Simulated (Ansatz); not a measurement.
# Be2Ge (model cell, started as antifluorite): a soft mode frozen in, part 2 of 2

Wanted: the energy along a soft mode of Be2Ge (model cell, started as antifluorite) and the structure at the end.

Ansatz 0.2.0; DFT PBEsol, scalar-relativistic, plane waves, PAW.

So far, highest frequency on the path or at a solved wavevector (cm⁻¹): step 2 (the dispersion) 533. Also lowest frequency on the path (cm⁻¹): step 2 -74.5.

The structure was built from a prototype and need not be the compound's stable phase.

## Step 4: The mode frozen in, largest atomic shift 0.14 Å

The atoms are moved along the unstable eigenvector, the largest shift by 0.14 Å, with the cell fixed.

Contents of input.yaml:

```yaml
crystal:
  lattice:
    - [0.0, -2.6658020919, -2.6658020919]
    - [0.0, 2.6658020919, -2.6658020919]
    - [5.3316041838, 0.0, 0.0]
  atoms:
    - { symbol: Ge, position: [0.5239193253, 0.5239193253, 0.5] }
    - { symbol: Ge, position: [-0.0239193253, -0.0239193253, 0.0] }
    - { symbol: Be, position: [0.0262585134, 0.4737414866, 0.75] }
    - { symbol: Be, position: [0.4737414866, 0.0262585134, 0.25] }
    - { symbol: Be, position: [0.0262585134, 0.4737414866, 0.25] }
    - { symbol: Be, position: [0.4737414866, 0.0262585134, 0.75] }
kpoints:
  mp_grid: { grid: [8, 8, 6] }
hamiltonian:
  xc: pbesol
scf:
  occupations: { method: methfessel_paxton, width: 0.15 }
output:
  forces: true
  stress: true
  eigenvalues: true
  write_density: true
  write_potential: true
  elf: true
  volumetric_format: npy
```

On the command line:

```sh
$ ansatz run input.yaml --threads 4 --pin off --max-ram 7168MiB --backend cpu --events-out ev --progress --plain --runs-dir out
```

Numbers of over 12 decimals in the logs are rounded to 6 here.

Output:

```text
[...]
Crystal: 6 atoms, lattice volume = 75.778 Å³
Basis set: ecut = 420 eV, 1465 PW (Γ), exchange–correlation on 54×54×72 points (8 copies of the dense FFT grid, shifted against one another)
Bands: 24, of which v1, the nominal top of the filled ones, is band 18 counted from 1 (17 counted from 0)
Symmetry: 8 space group operations
[...]
k-points: 84 of 384
[...]
k-point 0: bands = [... 14 lower, 5.0926, 8.7189, 8.9362, 9.7424, 9.7935, 9.8691, 9.9741, 10.0299, ... 2 higher]
  k-point 1: bands = [... 14 lower, 5.2338, 8.3060, 8.3541, 9.0285, 9.2272, 9.3012, 9.8950, 11.3443, ... 2 higher]
  k-point 2: bands = [... 14 lower, 5.6546, 7.1785, 7.2738, 7.6050, 9.2890, 9.6992, 9.8049, 12.2724, ... 2 higher]
  k-point 83: bands = [... 14 lower, 3.3765, 3.3765, 3.9039, 3.9039, 12.5499, 12.5499, 12.6798, 12.6798, ... 2 higher]
[key lines of the parts left out:]
SCF converged after 7 iterations
Free energy (F): -8867.091921 eV
Fermi energy:    9.127646 eV
P = ⅓ Tr σ = -0.1774 GPa (-1.774 kbar)
```

It took 3.9 s on 4 threads of Intel Xeon 6975P-C (Granite Rapids), shared host; peak memory 0.5 GiB.

Numbers from this step:

```yaml
pressure: -0.1774 GPa
energy_from_the_undistorted_cell: -1.846 meV/atom
```

The energy, extrapolated to zero smearing, is -1.85 meV/atom against the undistorted cell.

The run ends at a pressure of -0.18 GPa, with forces up to 0.074 eV/Å.

## Step 5: Energy along the mode, all amplitudes (two of the runs are shown above)

An imaginary frequency means negative curvature, so the energy should fall and then rise again as anharmonic terms take over.

This step gave:

```
depth at the lowest point sampled  : 1.846 meV/atom
largest atomic shift at that point : 0.14 Å
```

Table of energy from the parent by largest atomic shift:

```
largest atomic shift (Å)  energy from the parent (meV/atom)
                  0.0000                                  0
                  0.0400                             -0.437
                  0.0800                              -1.44
                  0.1400                              -1.85
                  0.2200                               6.93
```

Displacement at unit largest shift by atom:

```
atom  x (Å)  y (Å)  z (Å)  size
 Ge1   0.00   0.00  -0.91  0.91
 Ge2   0.00   0.00   0.91  0.91
 Be3   0.00  -1.00   0.00  1.00
 Be4   0.00   1.00   0.00  1.00
 Be5   0.00  -1.00   0.00  1.00
 Be6   0.00   1.00   0.00  1.00
```

The lowest of the steps tried is at 0.14 Å, 1.85 meV/atom below the parent; the bottom of the well need not coincide with a step.

## Step 6: Relaxing from the distorted cell

Starting from the lowest point found, all atoms and the cell are let go, so that strain and other modes of the same symmetry can join in.

Edit input.yaml of step 4 so:

```diff
@@ -22,5 +22,6 @@
   eigenvalues: true
-  write_density: true
-  write_potential: true
-  elf: true
-  volumetric_format: npy
+relax:
+  adjacent_minimum: "off"
+  f_tol: 0.002
+  max_steps: 120
+  cell: { stress_tol: 0.03 }
```

Output:

```text
[...]
Crystal: 6 atoms, lattice volume = 75.778 Å³
Basis set: ecut = 420 eV, 1465 PW (Γ), exchange–correlation on 54×54×72 points (8 copies of the dense FFT grid, shifted against one another)
Bands: 24, of which v1, the nominal top of the filled ones, is band 18 counted from 1 (17 counted from 0)
Symmetry: 8 space group operations
[...]
k-points: 84 of 384
[...]
SCF iter   1: F=—  HF=-8867.094142 eV  |F-HF|=—  |Δ(HF+E_count)|=         —  Δρ=2.58e-3  dr2=6.76e-3  ethr=1.77e-3  ⟨swp⟩=6.2  Hψ=9467  notcnv=0
[...]
SCF iter   7: F=-8867.091921 eV  HF=-8867.091921 eV  |F-HF|=1.44e-7  |Δ(HF+E_count)|=   8.30e-9  S|Δr|=    0.00e0  Δρ=1.46e-5  dr2=9.78e-8  ethr=2.78e-10  ⟨swp⟩=7.0  Hψ=7664  notcnv=0
SCF 1 converged in 7 iterations: F = -8867.091921 eV  dr2 = 9.78e-8
[...]
relax step   1: F+E_penalty+E_count = -8867.09192060 eV  Δ(F+E_penalty+E_count) = +0.000e0 eV  max|allowed force component| = 7.429e-2 eV/Å  Δτ_max = 0.0000 Å  P = -0.177 GPa  Ω = 75.778 Å³  (7 SCF iters, dr2 threshold 1.00e-7 eV, accepted)
Crystal: 6 atoms, lattice volume = 75.542 Å³
Basis set: ecut = 420 eV, 1481 PW (Γ), exchange–correlation on 54×54×72 points (8 copies of the dense FFT grid, shifted against one another)
[...]
SCF iter   5: F=-8867.106017 eV  HF=-8867.106017 eV  |F-HF|=5.60e-8  |Δ(HF+E_count)|=   1.81e-7  S|Δr|=    0.00e0  Δρ=1.59e-5  dr2=2.36e-7  ethr=1.67e-9  ⟨swp⟩=4.4  Hψ=6642  notcnv=0
SCF 2 converged in 5 iterations: F = -8867.106017 eV  dr2 = 2.36e-7
relax step   2: F+E_penalty+E_count = -8867.10601680 eV  Δ(F+E_penalty+E_count) = -1.410e-2 eV  max|allowed force component| = 5.897e-2 eV/Å  Δτ_max = 0.0084 Å  P = -0.029 GPa  Ω = 75.542 Å³  energy of the carried Pulay correction = +3.117e-5 eV  (5 SCF iters, dr2 threshold 6.00e-7 eV, accepted)
Crystal: 6 atoms, lattice volume = 75.463 Å³
Basis set: ecut = 420 eV, 1489 PW (Γ), exchange–correlation on 54×54×72 points (8 copies of the dense FFT grid, shifted against one another)
[...]
SCF iter   5: F=-8867.107410 eV  HF=-8867.107410 eV  |F-HF|=4.90e-9  |Δ(HF+E_count)|=   5.00e-8  S|Δr|=    0.00e0  Δρ=7.48e-6  dr2=3.33e-8  ethr=6.04e-10  ⟨swp⟩=4.0  Hψ=5750  notcnv=0
SCF 3 converged in 5 iterations: F = -8867.107410 eV  dr2 = 3.33e-8
relax step   3: F+E_penalty+E_count = -8867.10740969 eV  Δ(F+E_penalty+E_count) = -1.393e-3 eV  max|allowed force component| = 2.142e-2 eV/Å  Δτ_max = 0.0083 Å  P = +0.017 GPa  Ω = 75.463 Å³  energy of the carried Pulay correction = +4.170e-5 eV  (5 SCF iters, dr2 threshold 2.17e-7 eV, accepted)
[...]
relax step   4: F+E_penalty+E_count = -8867.10849134 eV  Δ(F+E_penalty+E_count) = -1.082e-3 eV  max|allowed force component| = 2.393e-2 eV/Å  Δτ_max = 0.0165 Å  P = +0.032 GPa  Ω = 75.381 Å³  energy of the carried Pulay correction = +5.254e-5 eV  (6 SCF iters, dr2 threshold 3.64e-8 eV, accepted)
[...]
relax step   5: F+E_penalty+E_count = -8867.10872774 eV  Δ(F+E_penalty+E_count) = -2.364e-4 eV  max|allowed force component| = 2.752e-3 eV/Å  Δτ_max = 0.0062 Å  P = +0.002 GPa  Ω = 75.396 Å³  energy of the carried Pulay correction = +5.060e-5 eV  (5 SCF iters, dr2 threshold 3.58e-8 eV, accepted)
[...]
relax step   6: F+E_penalty+E_count = -8867.10872922 eV  Δ(F+E_penalty+E_count) = -1.487e-6 eV  max|allowed force component| = 1.339e-4 eV/Å  Δτ_max = 0.0006 Å  P = +0.000 GPa  Ω = 75.394 Å³  energy of the carried Pulay correction = +5.077e-5 eV  (5 SCF iters, dr2 threshold 4.73e-10 eV, accepted)
[...]
SCF iter   7: F=-8867.108724 eV  HF=-8867.108724 eV  |F-HF|=0.00e0  |Δ(HF+E_count)|=  3.64e-12  S|Δr|=    0.00e0  Δρ=4.91e-8  dr2=3.40e-12  ethr=1.00e-12  ⟨swp⟩=5.0  Hψ=7561  notcnv=0
SCF 7 converged in 7 iterations: F = -8867.108724 eV  dr2 = 3.40e-12
relax step   7: F+E_penalty+E_count = -8867.10872360 eV  Δ(F+E_penalty+E_count) = +5.625e-6 eV  max|allowed force component| = 1.093e-4 eV/Å  Δτ_max = 0.0000 Å  P = +0.002 GPa  Ω = 75.394 Å³  stress off target by 6.21e-3 GPa  SCF on the basis re-selected at this cell (its energy is not comparable with the rows above)  (7 SCF iters)
basis re-selected at this cell: Δ(F+E_penalty+E_count) = +5.625e-6 eV, ΔP = +0.002 GPa vs the last step (what re-selecting the basis moved, of the pressure what is left beyond the Pulay correction that the steps carried, after the strain that the cell walked since its last selection, with what the two solves' SCF thresholds leave and, on support functions, any second-order correction that the steps lacked; it is no m [...]
SCF converged after 7 iterations
[...]
Free energy (F): -8867.108724 eV
[...]
Internal energy: -8867.109194 eV  (E = F + TS)
E sigma→0 (E₀):  -8867.108841 eV
Entropy (-TS):   0.000470 eV (0.078 meV/atom)
Fermi energy:    9.153274 eV
[...]
--- Forces (eV/Å), atoms counted from 1 ---
  atom   1  Ge     0.00000000     0.00000000    -0.00010927
  atom   2  Ge     0.00000000    -0.00000000     0.00010927
  atom   3  Be     0.00000000     0.00000175    -0.00000000
  atom   4  Be     0.00000000    -0.00000175    -0.00000000
  atom   5  Be    -0.00000000     0.00000175     0.00000000
  atom   6  Be     0.00000000    -0.00000175     0.00000000
  max |Σ_I F_I| component: 1.39e-17 eV/Å
--- Stress (GPa, compression-positive) ---
       -0.002437       0.000000      -0.000000
        0.000000       0.006209      -0.000000
       -0.000000      -0.000000       0.002326
  P = ⅓ Tr σ = 0.0020 GPa (0.020 kbar)
--- Band table (eV; the first three rows and the last of 84) ---
  k-point 0: bands = [... 14 lower, 4.9853, 8.3440, 8.6814, 9.8658, 9.9266, 9.9751, 10.0200, 10.1896, ... 2 higher]
  k-point 1: bands = [... 14 lower, 5.1317, 8.0958, 8.3798, 9.0254, 9.2319, 9.2876, 9.7680, 11.5202, ... 2 higher]
  k-point 2: bands = [... 14 lower, 5.5666, 7.1774, 7.2038, 7.8818, 9.0699, 9.5296, 9.6546, 12.4303, ... 2 higher]
  k-point 83: bands = [... 14 lower, 3.3791, 3.3791, 3.9792, 3.9792, 13.0168, 13.0168, 13.0211, 13.0211, ... 2 higher]
--- Relaxed structure (6 steps of the walk, 6 accepted, 1 SCFs on fresh bases) ---
  F+E_penalty+E_count = -8867.10872360 eV   max|allowed force component| = 1.093e-4 eV/Å   (the final SCF, on the basis selected at the relaxed cell)
  cell:  # Å, volume = 75.3943 Å³
    - [0.0, -2.715878, -2.672250]
    - [0.0, 2.715878, -2.672250]
    - [5.194233, 0.0, 0.0]
  atoms:
    - { symbol: Ge, position: [0.530828, 0.530828, 0.5] }
    - { symbol: Ge, position: [-0.030828, -0.030828, 0] }
    - { symbol: Be, position: [0.030817, 0.469183, 0.75] }
    - { symbol: Be, position: [0.469183, 0.030817, 0.25] }
    - { symbol: Be, position: [0.030817, 0.469183, 0.25] }
    - { symbol: Be, position: [0.469183, 0.030817, 0.75] }
```

The job ended after 18 s (4 threads; peak memory 0.51 GiB; 65 s of CPU time).

Relaxation path:

```
step  energy less that of the first step (eV)  largest force component (eV/Å)  pressure (GPa)  volume (Å³)
   1                                   0.0000                          0.0743           -0.18        75.78
   2                                  -0.0141                          0.0590           -0.03        75.54
   3                                  -0.0155                          0.0214            0.02        75.46
   4                                  -0.0166                          0.0239            0.03        75.38
   5                                  -0.0168                          0.0028            0.00        75.40
   6                                  -0.0168                          0.0001            0.00        75.39
  7*                                  -0.0168                          0.0001            0.00        75.39
```

Relaxation steps marked * repeat the geometry before them on a plane-wave basis chosen anew for their cell, so energy and pressure can jump there.

Forces are held to the 8 operations that the run works with; a distortion that breaks them can't arise in this run.

```
conventional cell, symmetrised  before  after  change
                         a (Å)   5.332  5.432  +1.9 %
                         b (Å)   5.332  5.345  +0.2 %
                         c (Å)   5.332  5.194  -2.6 %
              volume (Å³/atom)   12.63  12.57  -0.5 %
```

The atoms that moved most (Å, as changes of fractional coordinates times the final cell):

```
atom     dx      dy      dz  length
 Ge1  0.000   0.000  -0.037   0.037
 Ge2  0.000   0.000   0.037   0.037
 Be6  0.000   0.025   0.000   0.025
 Be5  0.000  -0.025   0.000   0.025
 Be3  0.000  -0.025   0.000   0.025
 Be4  0.000   0.025   0.000   0.025
```

Final coordinates:

```xyz
6
Lattice="0.0000 -2.7159 -2.6723 0.0000 2.7159 -2.6723 5.1942 0.0000 0.0000" Properties=species:S:1:pos:R:3 pbc="T T T"
Ge    2.5971    0.0000   -2.8370
Ge    0.0000    0.0000    0.1648
Be    3.8957    1.1905   -1.3361
Be    1.2986   -1.1905   -1.3361
Be    1.2986    1.1905   -1.3361
Be    3.8957   -1.1905   -1.3361
```

Numbers from this step:

* pressure: 0.002033 GPa
* volume per atom: 12.57 Å³

The distorted start has space group Cmcm; the relaxation ends in Cmcm.

## Step 7: Modes of the new phase, k-mesh 8×8×6

A relaxed structure may still be a saddle point, so its zone-centre modes are computed. No field response is asked, since the mesh shows no gap.

Contents of input.yaml:

```yaml
crystal:
  lattice:
    - [0.0, -2.7158777694, -2.672250325]
    - [0.0, 2.7158777694, -2.672250325]
    - [5.1942327268, 0.0, 0.0]
  atoms:
    - { symbol: Ge, position: [0.5308275751, 0.5308275751, 0.5] }
    - { symbol: Ge, position: [-0.0308275751, -0.0308275751, 0.0] }
    - { symbol: Be, position: [0.0308172686, 0.4691827314, 0.75] }
    - { symbol: Be, position: [0.4691827314, 0.0308172686, 0.25] }
    - { symbol: Be, position: [0.0308172686, 0.4691827314, 0.25] }
    - { symbol: Be, position: [0.4691827314, 0.0308172686, 0.75] }
kpoints:
  mp_grid: { grid: [8, 8, 6] }
hamiltonian:
  xc: pbesol
scf:
  occupations: { method: methfessel_paxton, width: 0.15 }
output:
  eigenvalues: true
phonons:
  method: dfpt
```

Output:

```text
[...]
Crystal: 6 atoms, lattice volume = 75.394 Å³
Basis set: ecut = 420 eV, 1489 PW (Γ), exchange–correlation on 60×60×72 points (8 copies of the dense FFT grid, shifted against one another)
Bands: 24, of which v1, the nominal top of the filled ones, is band 18 counted from 1 (17 counted from 0)
Symmetry: 8 space group operations
k-points: 196 of 384 (irreducible under 1 space group operation, time reversal used)
[...]
SCF iter   1: F=—  HF=-8867.111183 eV  |F-HF|=—  |Δ(HF+E_count)|=         —  Δρ=2.56e-3  dr2=6.60e-3  ethr=1.77e-3  ⟨swp⟩=6.2  Hψ=22068  notcnv=0
[...]
SCF iter  10: F=-8867.108724 eV  HF=-8867.108724 eV  |F-HF|=3.64e-12  |Δ(HF+E_count)|=  1.93e-10  S|Δr|=    0.00e0  Δρ=2.77e-8  dr2=6.26e-13  ethr=1.00e-12  ⟨swp⟩=7.3  Hψ=25954  notcnv=0
SCF 1 converged in 10 iterations: F = -8867.108724 eV  dr2 = 6.26e-13
[...]
DFPT response loops at Γ: preconditioner auto → Kerker (q_TF=auto, 2.412 Å⁻¹) (partly filled bands, converged f_vac=0.000); β = 1.00, the filter's whole step (`scf.mixing.beta` (0.50) is not read by the response loops under this deck's `scf.mixing.preconditioner`; to damp them name `kerker` or `kerker_dos`, under which they read `scf.mixing.beta`, and type it under 1.00, their step now; both keys bind the ground state too); Broyden in place of MSR1
SCF converged after 10 iterations
[...]
Free energy (F): -8867.108724 eV
[...]
Internal energy: -8867.109194 eV  (E = F + TS)
E sigma→0 (E₀):  -8867.108841 eV
Entropy (-TS):   0.000470 eV (0.078 meV/atom)
Fermi energy:    9.153273 eV
[...]
--- Band table (eV; the first three rows and the last of 196) ---
  k-point 0: bands = [... 14 lower, 4.9853, 8.3440, 8.6814, 9.8658, 9.9266, 9.9751, 10.0200, 10.1896, ... 2 higher]
  k-point 1: bands = [... 14 lower, 5.1317, 8.0958, 8.3798, 9.0254, 9.2319, 9.2876, 9.7680, 11.5202, ... 2 higher]
  k-point 2: bands = [... 14 lower, 5.5666, 7.1774, 7.2038, 7.8818, 9.0699, 9.5296, 9.6546, 12.4303, ... 2 higher]
  k-point 195: bands = [... 14 lower, 3.3791, 3.3791, 3.9792, 3.9792, 13.0168, 13.0168, 13.0211, 13.0211, ... 2 higher]
--- Phonons (Γ-DFPT): 6 representative perturbations + reference, on 196 of 384 k-points (Σ response iterations 19) ---
  k mesh reduced under 1 symmetry operation, with k and −k counted as one. Each operation leaves every solved perturbation unchanged. A smaller set is not used because it would not reduce the number of displacements times k-points to solve
  ASR residual: 2.721e-5 → 0.000e0 eV/Å²; symmetrization residual: 2.690e-6 eV/Å²
  ASR residual per site (eV/Å²): 9.33e-6 9.33e-6 2.72e-5 2.72e-5 2.72e-5 2.72e-5
  Γ frequencies (cm⁻¹): -37.00 0.00 0.00 0.00 113.95 194.77 351.89 353.11 358.45 369.72 389.90 398.12 401.95 407.84 420.00 431.47 467.42 532.36
  non-analytic LO–TO correction: not included (Born effective charges unavailable; polar crystals: no LO–TO splitting at Γ)
```

It took 61 s on 4 threads; peak memory 1.6 GiB.

This step gave:

```yaml
sum_rule_residual_before_enforcement: 2.72e-5 eV/Å²
point_group: mmm
highest_optical_mode_at_the_zone_centre_no_lo_to_term: 532.4 cm⁻¹
lowest_optical_zone_centre_mode: -37 cm⁻¹
```

Patterns of degenerate modes are one choice out of their space. Modes at Γ, with each element's share of the kinetic energy (negative means imaginary):

```
mode  frequency (cm⁻¹)  symmetry  Ge %  Be %
   1             -37.0       B1g    74    26
   2               0.0  acoustic    80    20
   3               0.0  acoustic    80    20
   4               0.0  acoustic    80    20
   5             114.0        Ag    87    13
   6             194.8       B3g    97     3
   7             351.9       B2g     0   100
   8             353.1       B1u     5    95
   9             358.4        Au     0   100
  10             369.7       B2u    18    82
  11             389.9       B3u    20    80
  12             398.1       B1g     7    93
  13             401.9       B1u    15    85
  14             407.8       B1g    19    81
  15             420.0       B2g     0   100
  16             431.5       B3g     3    97
  17             467.4        Ag    13    87
  18             532.4       B2u     2    98
```

Displacements in mode 1 (-37.0 cm⁻¹), the largest set to 1:
```
Ge1  0.00  0.84  0.00
Ge2  0.00 -0.84  0.00
Be3 -0.11  0.00  1.00
Be4 -0.11  0.00 -1.00
Be5  0.11  0.00  1.00
Be6  0.11  0.00 -1.00
```

Displacements in mode 13 (401.9 cm⁻¹), the largest set to 1:
```
Ge1 -0.25  0.00  0.00
Ge2 -0.25  0.00  0.00
Be3  1.00  0.00  0.66
Be4  1.00  0.00 -0.66
Be5  1.00  0.00 -0.66
Be6  1.00  0.00  0.66
```

Before it was imposed, the acoustic sum rule was missed by 2.7e-5 eV/Å². Small misses are needed for a sound result but don't prove that mesh and cutoff are converged. The lowest optical mode is imaginary, 37.0i cm⁻¹, so the energy falls along it.

## Step 8: Results

```
unstable mode of the parent                                                      : q = (0, -0.5, -0.5), 74i cm⁻¹
depth at the lowest point sampled                                                : 1.85 meV/atom
largest atomic shift at that point                                               : 0.14 Å
space group reached (within 0.01 Å)                                              : Cmcm
energy gained over the parent (first relaxation, on the mesh of the frozen mode) : 4.62 meV/atom
volume per atom, phase reached                                                   : 12.6 Å³
lowest optical zone-centre mode, phase reached                                   : -37.0 cm⁻¹
highest optical mode at the zone centre (no LO-TO term), phase reached           : 532 cm⁻¹
```

Along this mode the structure falls into Cmcm, 4.62 meV/atom below the parent. At the parent's cell the well is 1.846 meV/atom deep on the steps tried, with its lowest point at a shift of 0.14 Å. Relaxing atoms and cell changes the gain by +2.78 meV/atom against the lowest step (energies at zero smearing). Most of the total comes from this relaxation. The new phase still has an imaginary mode at the zone centre of its cell, so it is a saddle point on the way to a lower structure. Of the 5 patterns followed to their end from this parent, this one ends 3.08 meV/atom above the lowest, Pmmn. Each path keeps the symmetry of its pattern, so a lower phase may lie along a pattern not tried. With no gap, or one that is small against the smearing, the frequencies hang on the k mesh and the smearing, most of all near Kohn anomalies. The starting cell was built on a prototype and not taken from a measurement, so the phase need not exist.

[Logs are printed without paths, hosts, clocks, repeated set-up lines and the standing remarks that a program may print on its own settings, such as how far it seeks lower states.]

[Hosts, paths, dates, database ids (printed as entryN), source tags and the programs' standing remarks are cut or masked in the printed files.]
